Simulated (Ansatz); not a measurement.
# Rb2TeH2O: complex band structure

Wanted: the relaxed cell of Rb2TeH2O, its band edges and its decay constants. It is built by putting Te for part of the O in the RbHO structure of space group P2_1, with the volume rescaled by atomic radii. The parent structure comes from the Materials Project.

Program: Ansatz 0.2.0. Level of theory: PBEsol DFT, plane waves, PAW files, in the first sound run; inputs show where later runs differ. Results are calculated unless marked as measured.

The structure was built from a prototype and need not be the compound's stable phase.

**1. The starting structure**

The structure is triclinic, space group P1 (No. 1). The conventional cell has a = 4.337 Å, b = 4.451 Å, c = 6.050 Å, α = 90.00°, β = 110.55°, γ = 90.00°. Nearest to Rb lie 4 H at 2.94 to 3.00 Å and 3 Te at 3.00 to 3.50 Å and 4 O at 3.05 to 3.23 Å. Rb has 4 H at 2.94 to 3.00 Å and 3 O at 3.00 to 3.50 Å and 4 Te at 3.05 to 3.23 Å nearest. Nearest to H lie 1 Te at 1.03 Å and 1 O at 2.11 Å and 2 H at 2.34 Å and 4 Rb at 2.94 to 3.00 Å. H has 1 O at 1.03 Å and 1 Te at 2.11 Å and 2 H at 2.34 Å and 4 Rb at 2.94 to 3.00 Å nearest. Nearest to Te lie 3 H at 1.03 to 3.29 Å and 7 Rb at 3.00 to 3.50 Å. O has 3 H at 1.03 to 3.29 Å and 7 Rb at 3.00 to 3.50 Å nearest. It derives from RbHO. Te for part of the O in the RbHO structure of space group P2_1. Farther neighbours and most contacts between anions are not listed.

As a file:

```cif
data_structure
_symmetry_space_group_name_H-M 'P1'
_symmetry_Int_Tables_number 1
_cell_length_a 4.3370
_cell_length_b 4.4507
_cell_length_c 6.0499
_cell_angle_alpha 90.000
_cell_angle_beta 110.552
_cell_angle_gamma 90.000
_cell_volume 109.35
loop_
_atom_site_label
_atom_site_type_symbol
_atom_site_symmetry_multiplicity
_atom_site_Wyckoff_symbol
_atom_site_fract_x
_atom_site_fract_y
_atom_site_fract_z
_atom_site_occupancy
Rb1 Rb 1 a 0.14170 0.76013 0.27577 1
Rb2 Rb 1 a 0.85830 0.26013 0.72423 1
H1 H 1 a 0.46582 0.89908 0.93530 1
H2 H 1 a 0.53418 0.39908 0.06470 1
Te1 Te 1 a 0.39015 0.73883 0.80479 1
O1 O 1 a 0.60985 0.23883 0.19521 1
```

**2. Cell and atoms at rest**

The substituted atoms don't fit the parent's cell, so cell and atoms relax together. A small smearing keeps the run stable in case the gap closes on the way.

File input.yaml:

```yaml
crystal:
  lattice:
    - [4.3369989536, 0.0, 0.0]
    - [0.0, 4.4507462427, 0.0]
    - [-2.1238341108, 0.0, 5.6648945744]
  atoms:
    - { symbol: Rb, position: [0.14169955, 0.76013229, 0.27577262] }
    - { symbol: Rb, position: [0.85830045, 0.26013229, 0.72422738] }
    - { symbol: H, position: [0.46581802, 0.89907598, 0.93530058] }
    - { symbol: H, position: [0.53418198, 0.39907598, 0.06469942] }
    - { symbol: Te, position: [0.39014823, 0.73882873, 0.80478984] }
    - { symbol: O, position: [0.60985177, 0.23882873, 0.19521016] }
kpoints:
  mp_grid: { grid: [6, 6, 4] }
scf:
  occupations: { method: gaussian, width: 0.03 }
hamiltonian:
  xc: pbesol
output:
  forces: true
  stress: true
relax:
  f_tol: 0.02
  max_steps: 60
  cell: {}
```

Launch:

```sh
> ansatz run input.yaml --threads 2 --pin off --max-ram 4096MiB --backend cpu --events-out ev --progress --plain --runs-dir out
```

Numbers of over 12 decimals in the logs are rounded to 6 here.

The log of the run:

```text
Engine: ansatz 0.2.0, x86_64-unknown-linux-gnu
Pseudopotentials: kind: paw
Pseudopotential: Rb, paw, valence charge 9, recommended cutoff 420 eV (normal), Rb.paw.azcp
Pseudopotential: H, paw, valence charge 1, recommended cutoff 420 eV (normal), H.paw.azcp
Pseudopotential: Te, paw, valence charge 16, recommended cutoff 420 eV (normal), Te.paw.azcp
Pseudopotential: O, paw, valence charge 6, recommended cutoff 420 eV (normal), O.paw.azcp
Functional definition: PBEsol
  exchange = pbesol_x
  correlation = pbesol_c
Crystal: 6 atoms, lattice volume = 109.349 Å³
Basis set: ecut = 420 eV, 2145 PW (Γ), exchange–correlation on 60×60×90 points (8 copies of the dense FFT grid, shifted against one another)
Bands: 27, of which v1, the nominal top of the filled ones, is band 21 counted from 1 (20 counted from 0)
Symmetry: 1 space group operations
Space group: P1 (ITA 1), of the structure as read, at distance tolerance 4.8e-5 Å
k-points: 76 of 144 (time reversal used)
Non-local potential: Rb, projectors of the file, l = 0: 3, l = 1: 2, l = 2: 2
Non-local potential: H, projectors of the file, l = 0: 2, l = 1: 1
Non-local potential: Te, projectors of the file, l = 0: 2, l = 1: 2, l = 2: 2, l = 3: 2
Non-local potential: O, projectors of the file, l = 0: 2, l = 1: 2, l = 2: 1
PAW form: soft (Blöchl's): semilocal exchange-correlation on the pseudo side does not see the compensation charge
PAW frozen core: Rb, regenerated for the run's functional, and the local potential with it (the file was generated under x = pbe(κ = 0.804, μ = 0.219515), c = pbe(β = 0.066725))
PAW frozen core: Te, regenerated for the run's functional, and the local potential with it (the file was generated under x = pbe(κ = 0.804, μ = 0.219515), c = pbe(β = 0.066725))
PAW frozen core: O, regenerated for the run's functional, and the local potential with it (the file was generated under x = pbe(κ = 0.804, μ = 0.219515), c = pbe(β = 0.066725))
PAW one-centre angular grid: Rb, 110 points (default); XC on 64 Gauss nodes
PAW one-centre angular grid: H, 110 points (default); XC on 64 Gauss nodes
PAW one-centre angular grid: Te, 590 points (default); XC on 64 Gauss nodes
PAW one-centre angular grid: O, 110 points (default); XC on 64 Gauss nodes
Initial density: superposition of atomic densities (neutral atoms: chi_scale 0, normalization atom), corrected by the library's trained network
Initial wavefunctions: pseudopotential atomic-orbital guess
Functional: x = pbesol(κ = 0.804, μ = 0.123457), c = pbesol(β = 0.046)
SCF iter   1: F=—  HF=-13918.550853 eV  |F-HF|=—  |Δ(HF+E_count)|=         —  Δρ=1.07e-2  dr2=1.87e-1  ethr=1.77e-3  ⟨swp⟩=7.8  Hψ=11363  notcnv=0  defer=2
preconditioner: auto → Resta (q_TF=auto, 2.326 Å⁻¹)  ε∞=3.1  [insulator: Δε(μ)=2.899 eV  Ē_g=13.036 eV  σ=0.030 eV  W_gap=1.00  n_scr=26 (ndim 8)  ℏωp=18.8 eV  f_vac=0.059  D(μ)=0.00/eV (n_scr^D=0)  ε∞_Penn≈3.1]
SCF iter   2: F=—  HF=-13918.503979 eV  |F-HF|=—  |Δ(HF+E_count)|=   4.69e-2  Δρ=3.98e-3  dr2=2.33e-2  ethr=4.46e-4  ⟨swp⟩=2.9  Hψ=4721  notcnv=0  defer=123
SCF iter   3: F=—  HF=-13918.503936 eV  |F-HF|=—  |Δ(HF+E_count)|=   4.34e-5  Δρ=1.29e-3  dr2=2.34e-3  ethr=5.55e-5  ⟨swp⟩=3.2  Hψ=3581  notcnv=0  defer=123
SCF iter   4: F=—  HF=-13918.504984 eV  |F-HF|=—  |Δ(HF+E_count)|=   1.05e-3  Δρ=8.80e-4  dr2=8.11e-4  ethr=5.58e-6  ⟨swp⟩=2.0  Hψ=3321  notcnv=0  defer=123
SCF iter   5: F=—  HF=-13918.504949 eV  |F-HF|=—  |Δ(HF+E_count)|=   3.45e-5  Δρ=3.30e-4  dr2=1.34e-4  ethr=1.93e-6  ⟨swp⟩=2.0  Hψ=2993  notcnv=0  defer=123
SCF iter   6: F=—  HF=-13918.504996 eV  |F-HF|=—  |Δ(HF+E_count)|=   4.63e-5  Δρ=7.85e-5  dr2=9.96e-6  ethr=3.19e-7  ⟨swp⟩=2.0  Hψ=2993  notcnv=0  defer=123
SCF iter   7: F=—  HF=-13918.504996 eV  |F-HF|=—  |Δ(HF+E_count)|=   2.96e-7  Δρ=1.72e-5  dr2=4.86e-7  ethr=2.37e-8  ⟨swp⟩=2.0  Hψ=3047  notcnv=0  defer=123
SCF iter   8: F=-13918.504997 eV  HF=-13918.504997 eV  |F-HF|=4.06e-8  |Δ(HF+E_count)|=   7.20e-7  Δρ=4.33e-6  dr2=3.12e-8  ethr=2.38e-10  ⟨swp⟩=6.0  Hψ=8620  notcnv=0
SCF 1 converged in 8 iterations: F = -13918.504997 eV  dr2 = 3.12e-8
  greatest PAW one-centre occupation: 1.004 electrons in one spin orbital (limit 2), on the Te atom at site 4 (counted from 0), in its partial waves of l = 2
relax step   1: F+E_penalty+E_count = -13918.50499672 eV  Δ(F+E_penalty+E_count) = +0.000e0 eV  max|allowed force component| = 3.619e1 eV/Å  Δτ_max = 0.0000 Å  P = +35.778 GPa  Ω = 109.349 Å³  (8 SCF iters, dr2 threshold 1.00e-7 eV, accepted)
Crystal: 6 atoms, lattice volume = 113.685 Å³
Basis set: ecut = 420 eV, 2237 PW (Γ), exchange–correlation on 60×60×90 points (8 copies of the dense FFT grid, shifted against one another)
Initial density: handed on by an earlier stage of this run
Initial wavefunctions: those handed on with the density
iter 1 solved again at ethr=6.89e-4 eV; its pass at ethr=3.10e-3 eV (dr2=2.89e-1 eV) is discarded
SCF iter   1: F=—  HF=-13927.774965 eV  |F-HF|=—  |Δ(HF+E_count)|=         —  Δρ=2.25e-2  dr2=2.92e-1  ethr=6.89e-4  ⟨swp⟩=1.1  Hψ=12714  notcnv=0
preconditioner: auto → Resta (q_TF=auto, 2.311 Å⁻¹)  ε∞=3.1  [insulator: Δε(μ)=2.626 eV  Ē_g=12.762 eV  σ=0.030 eV  W_gap=1.00  n_scr=26 (ndim 8)  ℏωp=18.4 eV  f_vac=0.053  D(μ)=0.00/eV (n_scr^D=0)  ε∞_Penn≈3.1]
SCF iter   2: F=—  HF=-13927.718615 eV  |F-HF|=—  |Δ(HF+E_count)|=   5.64e-2  Δρ=1.05e-2  dr2=5.31e-2  ethr=6.89e-4  ⟨swp⟩=2.6  Hψ=3427  notcnv=0
SCF iter   3: F=—  HF=-13927.714324 eV  |F-HF|=—  |Δ(HF+E_count)|=   4.29e-3  Δρ=2.02e-3  dr2=2.95e-3  ethr=1.27e-4  ⟨swp⟩=3.0  Hψ=4029  notcnv=0  defer=53
SCF iter   4: F=—  HF=-13927.714207 eV  |F-HF|=—  |Δ(HF+E_count)|=   1.17e-4  Δρ=1.11e-3  dr2=1.24e-3  ethr=7.02e-6  ⟨swp⟩=2.1  Hψ=3534  notcnv=0  defer=63
SCF iter   5: F=—  HF=-13927.713971 eV  |F-HF|=—  |Δ(HF+E_count)|=   2.36e-4  Δρ=1.69e-4  dr2=4.41e-5  ethr=2.95e-6  ⟨swp⟩=2.0  Hψ=3099  notcnv=0  defer=63
SCF iter   6: F=—  HF=-13927.714004 eV  |F-HF|=—  |Δ(HF+E_count)|=   3.29e-5  Δρ=4.54e-5  dr2=3.79e-6  ethr=1.05e-7  ⟨swp⟩=2.0  Hψ=2513  notcnv=0  defer=63
SCF iter   7: F=-13927.714007 eV  HF=-13927.714007 eV  |F-HF|=1.32e-7  |Δ(HF+E_count)|=   2.89e-6  Δρ=1.18e-5  dr2=2.65e-7  ethr=1.43e-9  ⟨swp⟩=6.0  Hψ=8635  notcnv=0
SCF 2 converged in 7 iterations: F = -13927.714007 eV  dr2 = 2.65e-7
  greatest PAW one-centre occupation: 0.999 electrons in one spin orbital (limit 2), on the Te atom at site 4 (counted from 0), in its partial waves of l = 2
[...]
relax step  13: F+E_penalty+E_count = -13931.11297467 eV  Δ(F+E_penalty+E_count) = -1.147e-2 eV  max|allowed force component| = 4.828e-2 eV/Å  Δτ_max = 0.1490 Å  P = -0.316 GPa  Ω = 149.582 Å³  energy of the carried Pulay correction = -4.887e-2 eV  (7 SCF iters, dr2 threshold 6.00e-7 eV, accepted)
relax step  14: F+E_penalty+E_count = -13931.12339365 eV  Δ(F+E_penalty+E_count) = -1.042e-2 eV  max|allowed force component| = 1.016e-1 eV/Å  Δτ_max = 0.0410 Å  P = +0.053 GPa  Ω = 147.671 Å³  energy of the carried Pulay correction = -4.689e-2 eV  (6 SCF iters, dr2 threshold 6.00e-7 eV, accepted)
relax step  15: F+E_penalty+E_count = -13931.12559004 eV  Δ(F+E_penalty+E_count) = -2.196e-3 eV  max|allowed force component| = 3.578e-2 eV/Å  Δτ_max = 0.0456 Å  P = -0.013 GPa  Ω = 147.514 Å³  energy of the carried Pulay correction = -4.672e-2 eV  (6 SCF iters, dr2 threshold 6.00e-7 eV, accepted)
relax step  16: F+E_penalty+E_count = -13931.12568611 eV  Δ(F+E_penalty+E_count) = -9.607e-5 eV  max|allowed force component| = 7.175e-3 eV/Å  Δτ_max = 0.0110 Å  P = +0.003 GPa  Ω = 147.535 Å³  energy of the carried Pulay correction = -4.675e-2 eV  (6 SCF iters, dr2 threshold 8.00e-8 eV, accepted)
relax step  17: F+E_penalty+E_count = -13931.27430857 eV  Δ(F+E_penalty+E_count) = -1.486e-1 eV  max|allowed force component| = 1.548e-2 eV/Å  Δτ_max = 0.0000 Å  P = +1.071 GPa  Ω = 147.535 Å³  stress off target by 1.30e0 GPa  SCF on the basis re-selected at this cell (its energy is not comparable with the rows above)  (8 SCF iters)
relax step  18: F+E_penalty+E_count = -13931.30042340 eV  Δ(F+E_penalty+E_count) = -2.611e-2 eV  max|allowed force component| = 4.736e-2 eV/Å  Δτ_max = 0.0515 Å  P = +0.282 GPa  Ω = 154.752 Å³  energy of the carried Pulay correction = -7.308e-3 eV  (6 SCF iters, dr2 threshold 6.00e-7 eV, accepted)
relax step  19: F+E_penalty+E_count = -13931.30071859 eV  Δ(F+E_penalty+E_count) = -2.952e-4 eV  max|allowed force component| = 1.213e-2 eV/Å  Δτ_max = 0.0160 Å  P = +0.004 GPa  Ω = 157.947 Å³  energy of the carried Pulay correction = -1.134e-2 eV  (6 SCF iters, dr2 threshold 4.33e-7 eV, accepted)
relax step  20: F+E_penalty+E_count = -13931.29965646 eV  Δ(F+E_penalty+E_count) = +1.062e-3 eV  max|allowed force component| = 1.312e-1 eV/Å  Δτ_max = 0.0184 Å  P = -0.037 GPa  Ω = 157.983 Å³  energy of the carried Pulay correction = -1.131e-2 eV  (7 SCF iters, dr2 threshold 2.96e-8 eV, rejected (line search))
relax step  21: F+E_penalty+E_count = -13931.30111129 eV  Δ(F+E_penalty+E_count) = -3.927e-4 eV  max|allowed force component| = 6.301e-3 eV/Å  Δτ_max = 0.0073 Å  P = +0.003 GPa  Ω = 157.969 Å³  energy of the carried Pulay correction = -1.131e-2 eV  (9 SCF iters, accepted)
relax step  22: F+E_penalty+E_count = -13931.30119490 eV  Δ(F+E_penalty+E_count) = -8.361e-5 eV  max|allowed force component| = 3.920e-3 eV/Å  Δτ_max = 0.0071 Å  P = -0.001 GPa  Ω = 157.992 Å³  energy of the carried Pulay correction = -1.131e-2 eV  (8 SCF iters, accepted)
relax step  23: F+E_penalty+E_count = -13931.31373925 eV  Δ(F+E_penalty+E_count) = -1.254e-2 eV  max|allowed force component| = 7.539e-3 eV/Å  Δτ_max = 0.0000 Å  P = +0.014 GPa  Ω = 157.992 Å³  stress off target by 5.65e-2 GPa  SCF on the basis re-selected at this cell (its energy is not comparable with the rows above)  (7 SCF iters)
relax step  24: F+E_penalty+E_count = -13931.31362023 eV  Δ(F+E_penalty+E_count) = +1.190e-4 eV  max|allowed force component| = 1.411e-3 eV/Å  Δτ_max = 0.0023 Å  P = +0.005 GPa  Ω = 158.254 Å³  energy of the carried Pulay correction = -2.267e-4 eV  (6 SCF iters, dr2 threshold 7.99e-9 eV, accepted)
iter 1 solved again at ethr=1.29e-7 eV; its pass at ethr=3.10e-3 eV (dr2=5.41e-5 eV) is discarded
SCF iter   1: F=—  HF=-13931.313728 eV  |F-HF|=—  |Δ(HF+E_count)|=         —  Δρ=3.75e-5  dr2=6.55e-8  ethr=1.29e-7  ⟨swp⟩=4.2  Hψ=18823  notcnv=0
preconditioner: auto → Resta (q_TF=auto, 2.187 Å⁻¹)  ε∞=2.6  [insulator: Δε(μ)=1.660 eV  Ē_g=11.814 eV  σ=0.030 eV  W_gap=1.00  n_scr=26 (ndim 8)  ℏωp=15.1 eV  f_vac=0.133  D(μ)=0.00/eV (n_scr^D=0)  ε∞_Penn≈2.6]
SCF iter   2: F=—  HF=-13931.313810 eV  |F-HF|=—  |Δ(HF+E_count)|=   8.18e-5  Δρ=1.88e-5  dr2=1.83e-8  ethr=1.56e-10  ⟨swp⟩=3.0  Hψ=4437  notcnv=0
SCF iter   3: F=—  HF=-13931.313833 eV  |F-HF|=—  |Δ(HF+E_count)|=   2.23e-5  Δρ=4.02e-6  dr2=6.06e-9  ethr=4.36e-11  ⟨swp⟩=2.0  Hψ=3116  notcnv=0
SCF iter   4: F=—  HF=-13931.313833 eV  |F-HF|=—  |Δ(HF+E_count)|=   7.30e-7  Δρ=3.55e-7  dr2=1.54e-10  ethr=1.44e-11  ⟨swp⟩=2.0  Hψ=3086  notcnv=0
SCF iter   5: F=-13931.313833 eV  HF=-13931.313833 eV  |F-HF|=1.66e-10  |Δ(HF+E_count)|=   5.22e-9  Δρ=1.07e-7  dr2=4.13e-11  ethr=1.00e-12  ⟨swp⟩=5.3  Hψ=8025  notcnv=0
SCF 25 converged in 5 iterations: F = -13931.313833 eV  dr2 = 4.13e-11
relax step  25: F+E_penalty+E_count = -13931.31383326 eV  Δ(F+E_penalty+E_count) = -2.130e-4 eV  max|allowed force component| = 1.407e-3 eV/Å  Δτ_max = 0.0000 Å  P = +0.005 GPa  Ω = 158.254 Å³  stress off target by 1.04e-2 GPa  SCF on the basis re-selected at this cell (its energy is not comparable with the rows above)  (5 SCF iters)
basis re-selected at this cell: Δ(F+E_penalty+E_count) = -2.130e-4 eV, ΔP = +0.000 GPa vs the last step (what re-selecting the basis moved, of the pressure what is left beyond the Pulay correction that the steps carried, after the strain that the cell walked since its last selection, with what the two solves' SCF thresholds leave and, on support functions, any second-order correction that the steps lacked; it is no m [...]
SCF converged after 5 iterations
Free energy (F): -13931.313833 eV
Harris-Foulkes:  -13931.313833 eV  (|F-HF|=1.66e-10)
Internal energy: -13931.313833 eV  (E = F + TS)
E sigma→0 (E₀):  -13931.313833 eV
Fermi energy:    4.590676 eV
--- Per-component energies (eV) ---
  E_band       = -524.684270
  E_kinetic    = 769.189039
  E_local      = -3390.468232  (includes V_loc(G=0)·N_el)
  E_nonlocal   = 93.657350
  E_hartree    = 1495.768118
  E_xc         = -472.655663
  E_vxc        = -493.496024  (∫ρ·V_xc dr)
  E_paw        = -9877.602605  (= ΣΔE_a)
  E_vpaw       = -495.102750  (= ΣTr[D̂ρ^β])
  E_aug_tail   = -0.000011  (compensation charges beyond the density's cutoff)
  E_ewald      = -2549.859273
  E_core_change = 0.657445  (= ΣΔE_core)
  E_smearing   = -0.000000  (= −TS)
  E_closure    = -0.000000  (closes the sum)
  Σ components = -13931.313833   (vs F -13931.313833, Δ=0.00e0)
--- Forces (eV/Å), atoms counted from 1 ---
  atom   1  Rb     0.00003078     0.00047737    -0.00023664
  atom   2  Rb    -0.00003853    -0.00043429    -0.00140688
  atom   3  H      0.00008562     0.00121483     0.00087413
  atom   4  H      0.00000555    -0.00032615     0.00081634
  atom   5  Te     0.00001274    -0.00024790    -0.00003587
  atom   6  O     -0.00009634    -0.00068415    -0.00001179
  max |Σ_I F_I| component: 7.11e-7 eV/Å
--- Stress (GPa, compression-positive) ---
        0.010151       0.000572      -0.001519
        0.000572       0.006786      -0.000001
       -0.001519      -0.000001      -0.002351
  P = ⅓ Tr σ = 0.0049 GPa (0.049 kbar)
--- Relaxed structure (22 steps of the walk, 20 accepted, 3 SCFs on fresh bases) ---
  F+E_penalty+E_count = -13931.31383326 eV   max|allowed force component| = 1.407e-3 eV/Å   (the final SCF, on the basis selected at the relaxed cell)
  cell:  # Å, volume = 158.2543 Å³
    - [5.052408, -0.000574765, -0.019125]
    - [-0.000589839, 5.185110, 0.050852]
    - [-2.499152, 0.065006, 6.050960]
  atoms:
    - { symbol: Rb, position: [0.107264, 0.795117, 0.215301] }
    - { symbol: Rb, position: [0.828639, 0.222449, 0.657743] }
    - { symbol: H, position: [0.532392, 1.046010, 1.064504] }
    - { symbol: H, position: [0.541744, 0.344883, 0.083037] }
    - { symbol: Te, position: [0.399372, 0.702997, 0.799240] }
    - { symbol: O, position: [0.590590, 0.184618, 0.180174] }
```

The job ended after 2.1 min (2 threads of Intel Xeon 6975P-C (Granite Rapids), shared host; peak memory 0.64 GiB; 4.1 min of CPU time).

The steps of the relaxation (22 of 25):

```tsv
step	energy less that of the first step (eV)	largest force component (eV/Å)	pressure (GPa)	volume (Å³)
1	0.0000	36.1879	35.78	109.35
2	-9.2090	6.2551	14.71	113.69
3	-10.6376	3.6059	6.69	126.01
4	-11.3175	1.8534	2.69	135.32
6	-11.7599	0.9163	0.15	145.18
7	-11.9626	1.4549	1.06	148.87
8	-11.9570	3.1503	2.89	145.99
9	-12.1619	1.3104	0.31	148.27
10	-12.4436	0.4399	-0.02	149.30
11	-12.5831	0.1895	0.19	147.81
12	-12.5965	0.1860	0.18	146.36
14	-12.6184	0.1016	0.05	147.67
15	-12.6206	0.0358	-0.01	147.51
16	-12.6207	0.0072	0.00	147.54
17*	-12.7693	0.0155	1.07	147.54
18	-12.7954	0.0474	0.28	154.75
19	-12.7957	0.0121	0.00	157.95
20	-12.7947	0.1312	-0.04	157.98
22	-12.7962	0.0039	0.00	157.99
23*	-12.8087	0.0075	0.01	157.99
24	-12.8086	0.0014	0.00	158.25
25*	-12.8088	0.0014	0.00	158.25
```

Relaxation steps marked * repeat the geometry before them on a plane-wave basis chosen anew for their cell, so energy and pressure can jump there. Other such steps can lie between the rows shown. Relaxation steps 8, 20 were tried and not accepted.

```tsv
cell as run	before	after	change
a (Å)	4.337	5.052	+16.5 %
b (Å)	4.451	5.185	+16.5 %
c (Å)	6.050	6.547	+8.2 %
α (°)	90.00	88.91	-1.2 %
β (°)	110.55	112.66	+1.9 %
γ (°)	90.00	90.02	+0.0 %
volume (Å³/atom)	18.22	26.38	+44.7 %
```

The atoms that moved most (Å, as changes of fractional coordinates times the final cell):

```tsv
atom	dx	dy	dz	length
H3	0.013	0.770	0.788	1.102
Rb2	0.016	-0.200	-0.404	0.451
Rb1	-0.023	0.177	-0.363	0.405
O6	-0.060	-0.282	-0.093	0.303
H4	-0.008	-0.280	0.108	0.300
Te5	0.060	-0.186	-0.036	0.199
```

Final coordinates:

```xyz
6
Lattice="5.0524 -0.0006 -0.0191 -0.0006 5.1851 0.0509 -2.4992 0.0650 6.0510" Properties=species:S:1:pos:R:3 pbc="T T T"
Rb    0.0034    4.1367    1.3412
Rb    2.5427    1.1957    3.9754
H     0.0289    5.4926    6.4843
H     2.5294    1.7933    0.5096
Te    0.0200    3.6968    4.8643
O     2.5335    0.9686    1.0883
```

This step gave:

- free energy: -13931.3138 eV
- Fermi energy: 4.591 eV
- pressure: 0.004862 GPa

The largest force component on a free atom ends at 0.0014 eV/Å.

(Part 1 of 3 ends here.)

[Logs are printed without paths, hosts, clocks, repeated set-up lines and the standing remarks that a program may print on its own settings, such as how far it seeks lower states.]

[Hosts, paths, dates, database ids (printed as entryN), source tags and the programs' standing remarks are cut or masked in the printed files.]
